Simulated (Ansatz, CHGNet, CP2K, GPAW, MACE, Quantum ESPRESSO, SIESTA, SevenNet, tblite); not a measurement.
# SIESTA runs on random packing of 40Si3N4-60SiO2 (mol %) (92 atoms), part 2 of 2

Wanted: SIESTA inputs and outputs for random packing of 40Si3N4-60SiO2 (mol %) (92 atoms), checked against a plane-wave reference.

Program: SIESTA 5.4.2; the method stands at each step. Banners, paths, timers and routine set-up lines are dropped from the logs unmarked, and long logs keep their key lines alone; longer cuts are marked. The potentials were converted by us to PSML.

So far. Step 3 (PBE, SZ, shift 0.01 Ry, mesh 500 Ry): Against the first run (15 %), the force difference from the reference is 98 %, at 0.30 times the CPU time (on 1 against 2 cores), with 368 basis functions against 1196: the smaller basis costs accuracy. Step 4 (PBE, SZP, shift 0.01 Ry, mesh 500 Ry): Against the first run (15 %), the force difference from the reference is 35 %, at 0.85 times the CPU time, with 828 basis functions against 1196: the smaller basis costs accuracy.

## (5) PBE, DZP, shift 0.01 Ry, mesh 100 Ry

Method: Kohn-Sham DFT, PBE, PseudoDojo 0.4.1 norm-conserving pseudopotentials (converted to PSML), numerical atomic orbitals (DZP), diagonalisation.

Contents of input.fdf:

```
SystemLabel cell
NumberOfAtoms 92
NumberOfSpecies 3
%block ChemicalSpeciesLabel
  1 14 Si
  2 7 N
  3 8 O
%endblock ChemicalSpeciesLabel
LatticeConstant 1.0 Ang
%block LatticeVectors
  10.61780 0.00000 0.00000
  0.00000 10.61780 0.00000
  0.00000 0.00000 10.61780
%endblock LatticeVectors
PAO.BasisSize DZP
PAO.EnergyShift 0.01 Ry
XC.Functional GGA
XC.Authors PBE
MeshCutoff 100 Ry
%block kgrid_Monkhorst_Pack
  1 0 0 0.0
  0 1 0 0.0
  0 0 1 0.0
%endblock kgrid_Monkhorst_Pack
SolutionMethod diagon
OccupationFunction FD
ElectronicTemperature 580 K
SCF.Mixer.Method Pulay
SCF.Mixer.Weight 0.15
SCF.Mixer.History 8
SCF.Mix Hamiltonian
MaxSCFIterations 300
SCF.DM.Tolerance 1e-04
SCF.H.Tolerance 1.0e-3 eV
WriteForces T
Write.HirshfeldPop T
Write.VoronoiPop T
Write.DM F
Write.H F
XML.Write F
AtomicCoordinatesFormat Fractional
%block AtomicCoordinatesAndAtomicSpecies
[... 92 atom lines left out: the same atoms as in the first run ...]
%endblock AtomicCoordinatesAndAtomicSpecies
```

Launch:

```
$ OMP_NUM_THREADS=1 mpirun -np 2 siesta < input.fdf > output.txt
```

What it wrote:

```text
Version         : 5.4.2
reinit: System Name:
reinit: System Label: cell
initatom: Reading input for the pseudopotentials and atomic orbitals ----------
Species number:   1 Atomic number:   14 Label: Si
Species number:   2 Atomic number:    7 Label: N
Species number:   3 Atomic number:    8 Label: O
Ground state valence configuration (from tables):   3s02  3p02  3d00  4f00
Ground state valence configuration (from tables):   2s02  2p03  3d00  4f00
Ground state valence configuration (from tables):   2s02  2p04  3d00  4f00
---- Processing specs for species: Si
[... lines left out ...]
        iscf     Eharris(eV)        E_KS(eV)     FreeEng(eV)     dDmax    Ef(eV) dHmax(eV)
[... lines left out ...]
SCF Convergence by DM+H criterion
[... lines left out ...]
SCF cycle converged after 38 iterations
[... lines left out ...]
   Max    4.869261
[... lines left out ...]
   Max    4.869261    constrained
Stress tensor Voigt[x,y,z,yz,xz,xy] (kbar):      118.98      131.73      115.25       -1.63        0.29        9.12
[... lines left out ...]
siesta: FreeEng =    -23824.387651
[... lines left out ...]
siesta:         Fermi =      -5.035204
[... lines left out ...]
siesta:     0.005691    0.082222   -0.001017
siesta:     0.000179   -0.001017    0.071932
siesta: Cell volume =       1197.026105 Ang**3
siesta: Pressure (static):
siesta:                Solid            Molecule  Units
siesta:          -0.00082926         -0.00120707  Ry/Bohr**3
siesta:          -0.07613951         -0.11082777  eV/Ang**3
siesta:        -121.98894619       -177.56565714  kBar
    Orbital volume contribution        =          39.809690 eV
    (Free)E + p_basis*V_orbitals       =      -23784.577961 eV
    (Free)Eharris+ p_basis*V_orbitals  =      -23784.577952 eV
Hirshfeld Atomic Populations:
Atom #   charge [q] valence [e]  Species
     1     0.198535    3.801465  Si
     2     0.178599    3.821401  Si
     3     0.245506    3.754494  Si
[...]
37    -0.033224    5.033224  N
    38    -0.160073    5.160073  N
    39    -0.160393    5.160393  N
[...]
69    -0.104340    6.104340  O
    70    -0.149000    6.149000  O
    71    -0.118635    6.118635  O
[...]
--------------------
 Total    -0.000041
Voronoi Atomic Populations:
Atom #   charge [q] valence [e]  Species
[...]
35     0.251156    3.748844  Si
    36     0.273693    3.726307  Si
[...]
67    -0.208125    5.208125  N
    68    -0.224134    5.224134  N
[...]
91    -0.213443    6.213443  O
    92    -0.248009    6.248009  O
--------------------
 Total    -0.000058
```

Elapsed: 80 s, on 2 MPI ranks of Arm Neoverse V1, shared host; peak memory 0.73 GiB.

Numbers from this run, and their distance from the reference:

| Quantity | Value |
| --- | --- |
| r.m.s. force component | 1.568 eV/Å |
| r.m.s. difference of force components | 241.2 meV/Å |
| longest difference of force vectors | 873.6 meV/Å |
| force difference over r.m.s. force | 14.94 % |
| slope of forces against the reference's | 0.9598 |
| correlation of force components | 0.989 |
| pressure | -12.2 GPa |
| pressure difference | 1.408 GPa |
| energy less the same-level run's | 2.311 meV/atom |
| r.m.s. force difference from the same-level run | 51.28 meV/Å |

This is a coarse setting, run to see what it loses.

Against the first run (15 %), the force difference from the reference is 15 %, at 0.17 times the CPU time: the change moves forces by 51 meV/Å r.m.s., so most of the difference comes from elsewhere.

The forces add up to 1.0 eV/Å instead of zero, usually a sign of too coarse a grid.

## (6) Side by side

Differences are against the plane-wave reference, forces as r.m.s. over components; share is that over the reference's r.m.s. force, slope the least-squares factor from reference forces to these. Total energies of different programs have different zeros and aren't compared.

```
                                                 run  Δ force, r.m.s. (meV/Å)  share (%)  slope  Δ pressure (GPa)  cores  CPU time  memory (GiB)
                                           reference                        -          -      -                 -      4      61 s           1.4
         SIESTA PBE, DZP, shift 0.01 Ry, mesh 500 Ry                      238       14.7  0.957              1.42      2    16 min           2.3
 SIESTA PBE, SZ, shift 0.01 Ry, mesh 500 Ry (coarse)                     1590       98.4  0.715              19.8      1   4.7 min          0.94
SIESTA PBE, SZP, shift 0.01 Ry, mesh 500 Ry (coarse)                      565       35.0  0.922              4.46      2    13 min           2.1
SIESTA PBE, DZP, shift 0.01 Ry, mesh 100 Ry (coarse)                      241       14.9  0.960              1.41      2   2.7 min          0.73
```

Rows marked coarse were listed beforehand as settings not expected to be converged; some can still land near the reference.

CPU time is summed over cores on a shared host, where runs went side by side, so it is rough. Symmetry, cutoffs, thresholds, outputs and thread counts weren't matched or tuned between programs; memory under MPI is the largest rank's times the ranks.

Within one program, basis, potentials and functional, energies share a zero. Each run against its twin at the usual cutoff or grid and solver:

```
                                        run                             twin  Δ energy (meV/atom)  Δ force, r.m.s. (meV/Å)  CPU time over the twin's
SIESTA PBE, DZP, shift 0.01 Ry, mesh 100 Ry  DZP, shift 0.01 Ry, mesh 500 Ry                 2.31                     51.3                      0.17
```

## (7) What came out

```yaml
nearest_in_forces: a tie at 15 % of 2 runs: SIESTA PBE, DZP, shift 0.01 Ry, mesh 500 Ry; SIESTA PBE, DZP, shift 0.01 Ry, mesh 100 Ry (coarse)
```

What this shows: The PBE run in local orbitals, coarse settings apart, differs by 15 % (SIESTA PBE, DZP, shift 0.01 Ry, mesh 500 Ry); basis, grid and potentials can all enter. Runs with settings chosen to be coarse differ by 15 % (SIESTA PBE, DZP, shift 0.01 Ry, mesh 100 Ry) to 98 % (SIESTA PBE, SZ, shift 0.01 Ry, mesh 500 Ry), their programs' other errors included. None of the electronic-structure runs in the table takes under half the reference's CPU time of 61 s; they take 2.6 to 15 times as much. In pressure, SIESTA PBE, SZ, shift 0.01 Ry, mesh 500 Ry misses by +19.8 GPa, at the same functional. The reference's pressure of -14 GPa belongs to a cell and atoms that aren't relaxed at this level. The electronic-structure runs sample only Γ, in a cell whose shortest periodic width is 11 Å, which is coarse for a cell with partly filled levels.

[Also dropped from logs without a mark: logging warnings of Python, and SIESTA's first energy breakdown and zero terms.]

[Logs are printed without paths, hosts, clocks, repeated set-up lines and the standing remarks that a program may print on its own settings, such as how far it seeks lower states.]

[Hosts, paths, dates, database ids (printed as entryN), source tags and the programs' standing remarks are cut or masked in the printed files.]
